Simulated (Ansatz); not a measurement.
# ZrCdS3 (model cell, started as cubic perovskite with Zr in the octahedra): following an unstable mode, part 2 of 3

Which phase does ZrCdS3 (model cell, started as cubic perovskite with Zr in the octahedra) fall into along its unstable mode, and how much energy does it gain?

Ansatz 0.2.0; DFT PBEsol, scalar-relativistic, plane waves, PAW; PAW set soft_1.

So far, highest frequency on path, mesh or solved points (cm⁻¹): step 2 (the dispersion) 467. Also lowest frequency on the path (cm⁻¹): step 2 -184.

The structure was built from a prototype and need not be the compound's stable phase.

## (4) The mode frozen in, largest atomic shift 0.6 Å

The atoms are moved along the unstable eigenvector, the largest shift by 0.6 Å, with the cell fixed.

File input.yaml:

```yaml
crystal:
  lattice:
    - [4.9204475525, 4.9204475525, 0.0]
    - [4.9204475525, 0.0, 4.9204475525]
    - [4.9204475525, 0.0, -4.9204475525]
  atoms:
    - { symbol: Cd, position: [0.0, 0.5, 0.5] }
    - { symbol: Cd, position: [0.0, 0.0, 0.0] }
    - { symbol: Zr, position: [0.5, 0.25, 0.75] }
    - { symbol: Zr, position: [0.5, 0.75, 0.25] }
    - { symbol: S, position: [0.4137753092, 0.0862246908, 1.0862246908] }
    - { symbol: S, position: [0.5862246908, 0.4137753092, 0.4137753092] }
    - { symbol: S, position: [0.0, -0.0431123454, 0.5431123454] }
    - { symbol: S, position: [0.0, 0.5431123454, -0.0431123454] }
    - { symbol: S, position: [0.5, -0.0431123454, 0.5431123454] }
    - { symbol: S, position: [0.5, 0.5431123454, -0.0431123454] }
kpoints:
  mp_grid: { grid: [8, 8, 8] }
hamiltonian:
  xc: pbesol
  pseudopotentials: { kind: paw, azcp: { folder: soft_1 }, xc_functional: pbe }
scf:
  occupations: { method: methfessel_paxton, width: 0.2 }
output:
  forces: true
  stress: true
  eigenvalues: true
```

Launch:

```console
ansatz run input.yaml --threads 8 --pin off --max-ram 16384MiB --backend cpu --events-out ev --progress --plain --runs-dir out
```

Log:

```text
[...]
Crystal: 10 atoms, lattice volume = 238.256 Å³
Basis set: ecut = 420 eV, 4645 PW (Γ), exchange–correlation on 96×96×96 points (8 copies of the dense FFT grid, shifted against one another)
Bands: 60, of which v1, the nominal top of the filled ones, is band 50 counted from 1 (49 counted from 0)
Symmetry: 8 space group operations
[...]
k-points: 95 of 512
[...]
k-point 0: bands = [... 46 lower, 6.7671, 6.8163, 6.9028, 7.1360, 7.4911, 7.6942, 8.0332, 8.2057, ... 6 higher]
  k-point 1: bands = [... 46 lower, 6.5543, 6.6372, 6.9177, 7.1769, 7.3497, 7.9597, 8.2030, 8.3965, ... 6 higher]
  k-point 2: bands = [... 46 lower, 6.3995, 6.4125, 6.8813, 7.0886, 7.2260, 7.9934, 8.7049, 8.7492, ... 6 higher]
  k-point 94: bands = [... 46 lower, 5.8970, 5.8970, 6.3648, 6.3648, 8.2007, 8.2007, 9.0719, 9.0719, ... 6 higher]
[key lines of the parts left out:]
SCF converged after 10 iterations
Free energy (F): -29942.806598 eV
Fermi energy:    7.243364 eV
P = ⅓ Tr σ = -3.6549 GPa (-36.549 kbar)
```

Run time: 8.8 s. Hardware: 8 threads of AMD EPYC 7B13 (Zen 3), shared host; peak memory 1.5 GiB; 66 s of CPU time.

Numbers from this step:

* pressure: -3.655 GPa
* energy from the undistorted cell: -207.4 meV/atom

The energy, extrapolated to zero smearing, is -207.41 meV/atom against the undistorted cell.

The run ends at a pressure of -3.65 GPa, with forces up to 1.4 eV/Å.

## (5) Energy along the mode, all amplitudes (two of the runs are shown above)

An imaginary frequency means negative curvature, so the energy should fall and then rise again as anharmonic terms take over.

Numbers from this step:

```yaml
depth_at_the_lowest_point_sampled: 207.4 meV/atom
largest_atomic_shift_at_that_point: 0.6 Å
```

The energy from the parent by largest atomic shift:

```
largest atomic shift (Å)  energy from the parent (meV/atom)
                   0.000                                  0
                   0.040                              -1.25
                   0.080                              -4.95
                   0.140                              -14.8
                   0.220                              -34.7
                   0.320                              -69.5
                   0.450                               -129
                   0.600                               -207
```

Displacement at unit largest shift by atom:

```
atom   x (Å)   y (Å)   z (Å)   size
 Cd1   0.000   0.000   0.000  0.000
 Cd2   0.000   0.000   0.000  0.000
 Zr3   0.000   0.000   0.000  0.000
 Zr4   0.000   0.000   0.000  0.000
  S5   0.707  -0.707   0.000  1.000
  S6  -0.707   0.707   0.000  1.000
  S7   0.000   0.000  -0.707  0.707
  S8   0.000   0.000   0.707  0.707
  S9   0.000   0.000  -0.707  0.707
 S10   0.000   0.000   0.707  0.707
```

The energy still falls at the last step, so the rise lies beyond the steps tried.

## (6) Relaxation from the frozen mode

Starting from the lowest point found, all atoms and the cell are let go, so that strain and other modes of the same symmetry can join in.

input.yaml: that of step 4 with these lines changed.

```diff
@@ -27 +27,6 @@
   eigenvalues: true
+relax:
+  adjacent_minimum: "off"
+  f_tol: 0.002
+  max_steps: 120
+  cell: { stress_tol: 0.03 }
```

Log:

```text
[...]
Crystal: 10 atoms, lattice volume = 238.256 Å³
Basis set: ecut = 420 eV, 4645 PW (Γ), exchange–correlation on 96×96×96 points (8 copies of the dense FFT grid, shifted against one another)
Bands: 60, of which v1, the nominal top of the filled ones, is band 50 counted from 1 (49 counted from 0)
Symmetry: 8 space group operations
[...]
k-points: 95 of 512
[...]
SCF iter   1: F=—  HF=-29944.514096 eV  |F-HF|=—  |Δ(HF+E_count)|=         —  Δρ=3.67e-2  dr2=6.16e0  ethr=3.10e-3  ⟨swp⟩=6.6  Hψ=22174  notcnv=0
[...]
SCF iter  10: F=-29942.806598 eV  HF=-29942.806598 eV  |F-HF|=9.82e-11  |Δ(HF+E_count)|=   1.08e-8  S|Δr|=    0.00e0  Δρ=1.45e-6  dr2=9.30e-9  ethr=1.00e-10  ⟨swp⟩=13.1  Hψ=24231  notcnv=0
SCF 1 converged in 10 iterations: F = -29942.806598 eV  dr2 = 9.30e-9
[...]
relax step   1: F+E_penalty+E_count = -29942.80659771 eV  Δ(F+E_penalty+E_count) = +0.000e0 eV  max|allowed force component| = 9.805e-1 eV/Å  Δτ_max = 0.0000 Å  P = -3.655 GPa  Ω = 238.256 Å³  (10 SCF iters, dr2 threshold 1.00e-7 eV, accepted)
Crystal: 10 atoms, lattice volume = 227.409 Å³
Basis set: ecut = 420 eV, 4465 PW (Γ), exchange–correlation on 96×96×96 points (8 copies of the dense FFT grid, shifted against one another)
[...]
SCF iter   7: F=-29944.172788 eV  HF=-29944.172788 eV  |F-HF|=1.36e-7  |Δ(HF+E_count)|=   8.46e-7  S|Δr|=    0.00e0  Δρ=9.64e-6  dr2=3.07e-7  ethr=1.00e-9  ⟨swp⟩=7.7  Hψ=25042  notcnv=0
SCF 2 converged in 7 iterations: F = -29944.172788 eV  dr2 = 3.07e-7
relax step   2: F+E_penalty+E_count = -29944.17278785 eV  Δ(F+E_penalty+E_count) = -1.366e0 eV  max|allowed force component| = 8.610e-1 eV/Å  Δτ_max = 0.1949 Å  P = -2.255 GPa  Ω = 227.409 Å³  energy of the carried Pulay correction = +1.079e-3 eV  (7 SCF iters, dr2 threshold 1.00e-6 eV, accepted)
Crystal: 10 atoms, lattice volume = 219.399 Å³
Basis set: ecut = 420 eV, 4295 PW (Γ), exchange–correlation on 96×96×96 points (8 copies of the dense FFT grid, shifted against one another)
[...]
SCF iter   7: F=-29945.166998 eV  HF=-29945.166998 eV  |F-HF|=5.65e-8  |Δ(HF+E_count)|=   1.03e-6  S|Δr|=    0.00e0  Δρ=7.18e-6  dr2=2.11e-7  ethr=1.00e-9  ⟨swp⟩=8.0  Hψ=25100  notcnv=0
WARN: on these k-points the computed levels leave a gap of 0.6776 eV at the electron count, 3.4 widths of the methfessel_paxton smearing (0.2000 eV); against the step filling of these same bands (every level under the gap full, every level over it empty) smearing changes F+E_penalty+E_count by +0.088 meV and its σ→0 estimate by -0.109 meV; at least one of the two is larger in size than the energy tolerance (0.100 meV [...]
SCF 3 converged in 7 iterations: F = -29945.166998 eV  dr2 = 2.11e-7
relax step   3: F+E_penalty+E_count = -29945.16699762 eV  Δ(F+E_penalty+E_count) = -9.942e-1 eV  max|allowed force component| = 4.773e-1 eV/Å  Δτ_max = 0.1948 Å  P = -0.993 GPa  Ω = 219.399 Å³  energy of the carried Pulay correction = +1.909e-3 eV  (7 SCF iters, dr2 threshold 1.00e-6 eV, accepted)
[...]
relax step   4: F+E_penalty+E_count = -29945.46881037 eV  Δ(F+E_penalty+E_count) = -3.018e-1 eV  max|allowed force component| = 1.819e-1 eV/Å  Δτ_max = 0.1915 Å  P = +0.645 GPa  Ω = 213.894 Å³  energy of the carried Pulay correction = +2.496e-3 eV  (7 SCF iters, dr2 threshold 1.00e-6 eV, accepted)
[...]
relax step   5: F+E_penalty+E_count = -29945.46499655 eV  Δ(F+E_penalty+E_count) = +3.814e-3 eV  max|allowed force component| = 3.168e-1 eV/Å  Δτ_max = 0.1450 Å  P = -0.319 GPa  Ω = 215.885 Å³  energy of the carried Pulay correction = +2.282e-3 eV  (7 SCF iters, dr2 threshold 1.00e-6 eV, rejected (line search))
[...]
relax step   6: F+E_penalty+E_count = -29945.51803527 eV  Δ(F+E_penalty+E_count) = -4.922e-2 eV  max|allowed force component| = 3.329e-2 eV/Å  Δτ_max = 0.0551 Å  P = +0.051 GPa  Ω = 215.260 Å³  energy of the carried Pulay correction = +2.349e-3 eV  (11 SCF iters, accepted)
[...]
relax step   7: F+E_penalty+E_count = -29945.52002033 eV  Δ(F+E_penalty+E_count) = -1.985e-3 eV  max|allowed force component| = 4.390e-3 eV/Å  Δτ_max = 0.0248 Å  P = +0.019 GPa  Ω = 215.274 Å³  energy of the carried Pulay correction = +2.347e-3 eV  (6 SCF iters, dr2 threshold 1.36e-7 eV, accepted)
[...]
relax step   8: F+E_penalty+E_count = -29945.52003434 eV  Δ(F+E_penalty+E_count) = -1.401e-5 eV  max|allowed force component| = 3.645e-4 eV/Å  Δτ_max = 0.0017 Å  P = +0.001 GPa  Ω = 215.325 Å³  energy of the carried Pulay correction = +2.342e-3 eV  (6 SCF iters, dr2 threshold 1.20e-9 eV, accepted)
Basis set: ecut = 420 eV, 4189 PW (Γ), exchange–correlation on 100×96×96 points (8 copies of the dense FFT grid, shifted against one another)
[...]
SCF iter   6: F=-29945.518008 eV  HF=-29945.518008 eV  |F-HF|=1.46e-11  |Δ(HF+E_count)|=  2.18e-11  S|Δr|=    0.00e0  Δρ=6.66e-8  dr2=1.08e-11  ethr=1.00e-12  ⟨swp⟩=6.6  Hψ=22895  notcnv=0
SCF 9 converged in 6 iterations: F = -29945.518008 eV  dr2 = 1.08e-11
relax step   9: F+E_penalty+E_count = -29945.51800783 eV  Δ(F+E_penalty+E_count) = +2.027e-3 eV  max|allowed force component| = 4.015e-4 eV/Å  Δτ_max = 0.0000 Å  P = +0.000 GPa  Ω = 215.325 Å³  stress off target by 7.61e-3 GPa  SCF on the basis re-selected at this cell (its energy is not comparable with the rows above)  (6 SCF iters)
basis re-selected at this cell: Δ(F+E_penalty+E_count) = +2.027e-3 eV, ΔP = -0.001 GPa vs the last step (what re-selecting the basis moved, of the pressure what is left beyond the Pulay correction that the steps carried, after the strain that the cell walked since its last selection, with what the two solves' SCF thresholds leave and, on support functions, any second-order correction that the steps lacked; it is no measure of the basis error at this ecutwfc). The dense FFT grid was sized anew with the basis: this SCF ran on 50×48×48 points, the steps before it on 48×48×48, so part of this shift can come from that change (see relax.cell in the input reference). [rest of the remark cut]
SCF converged after 6 iterations
[...]
Free energy (F): -29945.518008 eV
[...]
Internal energy: -29945.519220 eV  (E = F + TS)
E sigma→0 (E₀):  -29945.518311 eV
Entropy (-TS):   0.001212 eV (0.121 meV/atom)
Fermi energy:    8.766642 eV
Step filling:    the computed levels leave a gap of 0.5425 eV = 2.7 smearing widths at the electron count; against every level under it full and every level over it empty, smearing changes F+E_penalty+E_count by +0.173 meV and its σ→0 estimate by -0.130 meV
[...]
--- Forces (eV/Å), atoms counted from 1 ---
  atom   1  Cd    -0.00040146     0.00040146     0.00000000
  atom   2  Cd     0.00040146    -0.00040146     0.00000000
  atom   3  Zr     0.00000000     0.00000000     0.00000000
  atom   4  Zr     0.00000000     0.00000000     0.00000000
  atom   5  S     -0.00012187     0.00012187     0.00000000
  atom   6  S      0.00012187    -0.00012187     0.00000000
  atom   7  S      0.00000000     0.00000000     0.00002703
  atom   8  S      0.00000000     0.00000000    -0.00002703
  atom   9  S      0.00000000     0.00000000     0.00002703
  atom  10  S     -0.00000000     0.00000000    -0.00002703
  max |Σ_I F_I| component: 0.00e0 eV/Å
--- Stress (GPa, compression-positive) ---
        0.002435       0.005173       0.000000
        0.005173       0.002435       0.000000
        0.000000       0.000000      -0.003853
  P = ⅓ Tr σ = 0.0003 GPa (0.003 kbar)
--- Band table (eV; the first three rows and the last of 95) ---
  k-point 0: bands = [... 46 lower, 7.9384, 8.0600, 8.3559, 8.4754, 9.0961, 9.5089, 10.0676, 10.1675, ... 6 higher]
  k-point 1: bands = [... 46 lower, 7.6694, 8.1081, 8.1346, 8.4055, 9.1752, 9.5960, 10.1284, 10.3108, ... 6 higher]
  k-point 2: bands = [... 46 lower, 7.6978, 7.7027, 8.1170, 8.2635, 9.3272, 9.6163, 10.3082, 10.6084, ... 6 higher]
  k-point 94: bands = [... 46 lower, 7.1192, 7.1192, 7.6906, 7.6906, 9.7913, 9.7913, 10.5773, 10.5773, ... 6 higher]
--- Relaxed structure (8 steps of the walk, 7 accepted, 1 SCFs on fresh bases) ---
  F+E_penalty+E_count = -29945.51800783 eV   max|allowed force component| = 4.015e-4 eV/Å   (the final SCF, on the basis selected at the relaxed cell)
  cell:  # Å, volume = 215.3249 Å³
    - [5.085320, 5.085320, 0.0]
    - [4.775451, 0.309869, 4.740977]
    - [4.775451, 0.309869, -4.740977]
  atoms:
    - { symbol: Cd, position: [-0.057536, 0.557536, 0.557536] }
    - { symbol: Cd, position: [0.057536, -0.057536, -0.057536] }
    - { symbol: Zr, position: [0.5, 0.250000, 0.75] }
    - { symbol: Zr, position: [0.5, 0.75, 0.250000] }
    - { symbol: S, position: [0.336116, 0.163884, 1.163884] }
    - { symbol: S, position: [0.663884, 0.336116, 0.336116] }
    - { symbol: S, position: [-1.387779e-17, -0.079396, 0.579396] }
    - { symbol: S, position: [-1.387779e-17, 0.579396, -0.079396] }
    - { symbol: S, position: [0.500000, -0.079396, 0.579396] }
    - { symbol: S, position: [0.500000, 0.579396, -0.079396] }
```

Wall time 80 s (8 threads); peak memory 1.6 GiB.

Step by step:

```
step  energy less that of the first step (eV)  largest force component (eV/Å)  pressure (GPa)  volume (Å³)
   1                                   0.0000                          0.9805           -3.65       238.26
   2                                  -1.3662                          0.8610           -2.25       227.41
   3                                  -2.3604                          0.4773           -0.99       219.40
   4                                  -2.6622                          0.1819            0.65       213.89
   5                                  -2.6584                          0.3168           -0.32       215.89
   6                                  -2.7114                          0.0333            0.05       215.26
   7                                  -2.7134                          0.0044            0.02       215.27
   8                                  -2.7134                          0.0004            0.00       215.32
  9*                                  -2.7114                          0.0004            0.00       215.32
```

Relaxation steps marked * repeat the geometry before them on a plane-wave basis chosen anew for their cell, so energy and pressure can jump there. Relaxation step 5 was tried and not accepted.

Forces are held to the 8 operations that the program found; a distortion that breaks them can't arise in this run.

```
conventional cell, symmetrised  before  after  change
                         a (Å)   6.959  7.192  +3.4 %
                         b (Å)   9.841  9.482  -3.6 %
                         c (Å)   6.959  6.315  -9.2 %
              volume (Å³/atom)   23.83  21.53  -9.6 %
```

The atoms that moved most (Å, as changes of fractional coordinates times the final cell):

```
atom      dx      dy      dz  length
  S6  -0.347   0.347   0.000   0.490
  S5   0.347  -0.347   0.000   0.490
 Cd2  -0.257   0.257   0.000   0.363
 Cd1   0.257  -0.257   0.000   0.363
  S9   0.000   0.000  -0.344   0.344
 S10   0.000   0.000   0.344   0.344
  S8   0.000   0.000   0.344   0.344
  S7   0.000   0.000  -0.344   0.344
```

Final coordinates:

```cif
data_structure
_symmetry_space_group_name_H-M 'P 1'
_symmetry_Int_Tables_number 1
_cell_length_a 7.1917
_cell_length_b 6.7363
_cell_length_c 6.7363
_cell_angle_alpha 89.465
_cell_angle_beta 57.737
_cell_angle_gamma 57.737
_cell_volume 215.32
loop_
_atom_site_label
_atom_site_type_symbol
_atom_site_fract_x
_atom_site_fract_y
_atom_site_fract_z
_atom_site_occupancy
Cd1 Cd 0.94246 0.55754 0.55754 1
Cd2 Cd 0.05754 0.94246 0.94246 1
Zr3 Zr 0.50000 0.25000 0.75000 1
Zr4 Zr 0.50000 0.75000 0.25000 1
S5 S 0.33612 0.16388 0.16388 1
S6 S 0.66388 0.33612 0.33612 1
S7 S 0.00000 0.92060 0.57940 1
S8 S 0.00000 0.57940 0.92060 1
S9 S 0.50000 0.92060 0.57940 1
S10 S 0.50000 0.57940 0.92060 1
```

Numbers from this step:

| Property | Result |
| --- | --- |
| pressure | 3.39e-4 GPa |
| volume per atom | 21.53 Å³ |
| gap on the k-mesh | 0.5425 eV |

The distorted start has space group Imma; the relaxation ends in Imma.

## (7) The new phase in its own primitive cell

The relaxed structure is symmetrised, reduced to its primitive cell and relaxed tightly, as its phonons need.

File input.yaml:

```yaml
crystal:
  lattice:
    - [-3.5958642783, 4.7409772852, 3.157643978]
    - [3.5958642783, -4.7409772852, 3.157643978]
    - [3.5958642783, 4.7409772852, -3.157643978]
  atoms:
    - { symbol: Cd, position: [0.3075361032, 0.0575361032, 0.25] }
    - { symbol: Cd, position: [0.6924638968, 0.9424638968, 0.75] }
    - { symbol: Zr, position: [0.5, 0.5, 0.0] }
    - { symbol: Zr, position: [0.0, 0.5, 0.5] }
    - { symbol: S, position: [0.9138838318, 0.6638838318, 0.25] }
    - { symbol: S, position: [0.0861161682, 0.3361161682, 0.75] }
    - { symbol: S, position: [0.3293955893, 0.0, 0.8293955893] }
    - { symbol: S, position: [0.6706044107, 0.0, 0.1706044107] }
    - { symbol: S, position: [0.3293955893, 0.5, 0.3293955893] }
    - { symbol: S, position: [0.6706044107, 0.5, 0.6706044107] }
kpoints:
  mp_grid: { grid: [6, 6, 6] }
hamiltonian:
  xc: pbesol
  pseudopotentials: { kind: paw, azcp: { folder: soft_1 }, xc_functional: pbe }
scf:
  occupations: { method: fixed }
output:
  forces: true
  stress: true
  eigenvalues: true
relax:
  adjacent_minimum: "off"
  f_tol: 0.001
  max_steps: 60
  cell: { stress_tol: 0.01 }
```

Log:

```text
[...]
Crystal: 10 atoms, lattice volume = 215.325 Å³
Basis set: ecut = 420 eV, 4189 PW (Γ), exchange–correlation on 96×96×96 points (8 copies of the dense FFT grid, shifted against one another)
Bands: 60, of which v1, the nominal top of the filled ones, is band 50 counted from 1 (49 counted from 0)
Symmetry: 8 space group operations
[...]
k-points: 46 of 216
[...]
- { symbol: Zr, position: [0.500000, 0.500000, 0.0] }
    - { symbol: Zr, position: [0.0, 0.5, 0.5] }
    - { symbol: S, position: [0.9138838318, 0.6638838318, 0.250000] }
    - { symbol: S, position: [0.086116, 0.336116, 0.75] }
    - { symbol: S, position: [0.3293955893, 8.326673e-17, 0.8293955893] }
    - { symbol: S, position: [0.6706044107, 0.0, 0.170604] }
    - { symbol: S, position: [0.3293955893, 0.5, 0.3293955893] }
    - { symbol: S, position: [0.6706044107, 0.5, 0.6706044107] }
[key lines of the parts left out:]
SCF converged after 7 iterations
Free energy (F): -29945.517895 eV
Fermi energy:    8.474947 eV
P = ⅓ Tr σ = 0.0004 GPa (0.004 kbar)
```

The job ended after 9.4 s (8 threads; peak memory 1.2 GiB).

Little changed from the start: no atom moved by 0.005 Å and no cell edge by 0.1 %.

Numbers from this step:

```
pressure           : 4.28e-4 GPa
gap on the k-mesh  : 0.5664 eV
direct gap on mesh : 0.6215 eV
```

The largest force component left is 0.40 meV/Å and the pressure is 0.000 GPa, within the tolerances set. The cell now holds 21.53 Å³/atom.

(Continued in part 3 of 3.)

[Long decimals in the printed logs are rounded to 6 places.]

[Logs are printed without paths, hosts, clocks, repeated set-up lines and the standing remarks that a program may print on its own settings, such as how far it seeks lower states.]

[Hosts, paths, dates, database ids (printed as entryN), source tags and the programs' standing remarks are cut or masked in the printed files.]

[Where the starting crystal was built by hand or by swapping elements, it need not be the compound's stable phase.]
